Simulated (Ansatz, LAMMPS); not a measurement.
# Elastic response of Zn39S26Se13 with crystalline order left by the classical run (78 atoms): runs compared

Aim: relax Zn39S26Se13 with crystalline order left by the classical run (78 atoms), then change its volume and shape to read moduli from the stress.

Computed with Ansatz 0.2.0: Kohn-Sham DFT, LDA, PAW (set soft_2), plane waves.

### 1. The cell as built

The cell holds 78 atoms: 39 Zn, 26 S and 13 Se. Its edges and angles: a = 11.800 Å, b = 11.800 Å, c = 11.800 Å, α = 90.0°, β = 90.0°, γ = 90.0°. 78 atoms (39 Zn, 26 S, 13 Se) placed at random at 4.46 g/cm³, melted at 2500 K for 10 ps at fixed volume with the Stillinger-Weber II-VI potential (Zhou et al., Phys. Rev. B 88, 085309 (2013)). Quenched from 2500 K to 300 K at 10 K/ps and fixed volume, held 5 ps, then minimised at fixed cell.

Limits known from the start: The quench rate of 10 K/ps far exceeds what a furnace or splat quench reaches, so expect more defects and frozen-in strain than in a real sample. The network of bonds at the start is that of the classical potential that made the cell, and needn't be the one that DFT or experiment would give. Only the Γ point is sampled.

### 2. The reference run

The reference is a single point at the end of the relaxation.

Every strained cell starts from the geometry of this run, and its atoms are relaxed with the cell held.

Its input, with most atom lines left out:

```yaml
crystal:
  lattice:
    - [11.55791, -0.3381, 0.40007]
    - [-0.3381, 11.46586, 0.30246]
    - [0.40007, 0.30246, 11.57303]
  atoms:
    - { symbol: Zn, position: [0.86069, 0.21018, 0.0133] }
    - { symbol: Zn, position: [0.39559, 0.89831, 0.22137] }
    - { symbol: Zn, position: [0.54948, 0.00036, 0.49119] }
    - { symbol: Zn, position: [0.60591, 0.37328, 0.92064] }
    - { symbol: Zn, position: [0.27796, 0.15914, 0.38709] }
    - { symbol: Zn, position: [0.92776, 0.77693, 0.15189] }
    - { symbol: Zn, position: [0.57712, 0.19756, 0.19916] }
    [... atom lines 8 to 78 left out ...]
kpoints:
  mp_grid: { grid: [1, 1, 1] }
hamiltonian:
  xc: lda
scf:
  occupations: { method: gaussian, width: 0.025 }
output:
  forces: true
  stress: true
  populations: true
  dos:
    method: { smearing: { sigma: 0.1 } }
    de: 0.1
    projected: { site_lists: { S: [S], Se: [Se], Zn: [Zn] } }
  eigenvalues: true
  write_density: true
  write_potential: true
  volumetric_format: npy
```

| Quantity | Value |
| --- | --- |
| free energy per atom | -2810.8709 eV/atom |
| r.m.s. force component | 0.00714 eV/Å |
| pressure | -0.01163 GPa |

Filled and empty levels are parted by 0.827 eV (at Γ alone); a local or semilocal functional tends to put such gaps too low. In a disordered cell it changes from sample to sample, and tail or defect levels can set it.

### 3. The runs

Each row is one run, on 4 threads of Intel Xeon Platinum 8488C (Sapphire Rapids), shared host. The free energy is the program's total, comparable only between runs with the same functional, potentials and atoms.

```csv
run,atoms,outcome,"ionic steps, all passes",free energy (eV),time,host memory (GiB)
Single point at the start,78,converged,-,-219242.159,13 s,2.3
Cell and atoms relaxed,78,converged,15,-219247.933,3.6 min,2.4
Single point at the relaxed geometry,78,converged,-,-219247.933,21 s,2.3
Volume -3 %,78,converged,6,-219247.610,81 s,2.2
Volume +3 %,78,converged,5,-219247.631,71 s,2.3
Volume -6 %,78,converged,8,-219246.554,1.8 min,2.2
Volume +6 %,78,converged,12,-219246.851,2.8 min,2.4
Volume -10 %,78,converged,16,-219244.097,3.2 min,2.1
Stretched by 1 % along x,78,converged,3,-219247.880,41 s,2.3
```

In some runs the program notes that the SCF threshold is loose for the stress.

### 4. Pressure against volume

Atoms are relaxed at each volume, in the scaled cell.

```csv
volume change (%),volume (Å³/atom),energy change (meV/atom),pressure (GPa),largest move on relaxing (Å),bonds,gap (eV)
-10,17.647,49.17,9.35,1.51,157,1.02
-6,18.431,17.67,5.13,0.40,157,0.847
-3,19.019,4.13,2.34,0.20,154,0.811
+0,19.607,0.00,-0.01,-,155,0.827
+3,20.196,3.87,-2.05,0.15,155,0.903
+6,20.784,13.87,-3.60,0.72,156,1.03
```

### 5. Uniaxial strain and shear

Stress (GPa, compression positive) less that of the relaxed cell, atoms relaxed:

```csv
strain,xx,yy,zz,xy,energy change (meV/atom)
stretched by 1 % along x,-1.102,-0.567,-0.551,0.085,0.67
```

### 6. Outcome

The bulk modulus, from the slope of pressure against ln V over the three points nearest the relaxed volume, is 73.1 GPa; a quadratic over all points gives a pressure derivative of about 4.5. The count of bonds runs from 154 to 157 over the series, so at some points contacts cross the cutoffs. At -10 % and +6 % some atom moved by over 0.5 Å on relaxing, so those points may sit in another local minimum. The gap goes from 1.02 eV at the smallest volume to 1.03 eV at the largest, not monotonically (lowest 0.811, highest 1.03 eV), on the run's k-points.

**Limits.** Strains are finite and relaxations stop at the force tolerance of the input, which can leave moduli too stiff; they are those of a static cell at zero temperature. Volumes are changed with the cell's shape held, so in an anisotropic solid the modulus lies over the one under free hydrostatic load. The program notes that the SCF threshold of the relaxations is loose for the stress.

The DFT runs together took 15 min of wall time.

[Logs are printed without paths, hosts, clocks, repeated set-up lines and the standing remarks that a program may print on its own settings, such as how far it seeks lower states.]

[Hosts, paths, dates, database ids (printed as entryN), source tags and the programs' standing remarks are cut or masked in the printed files.]
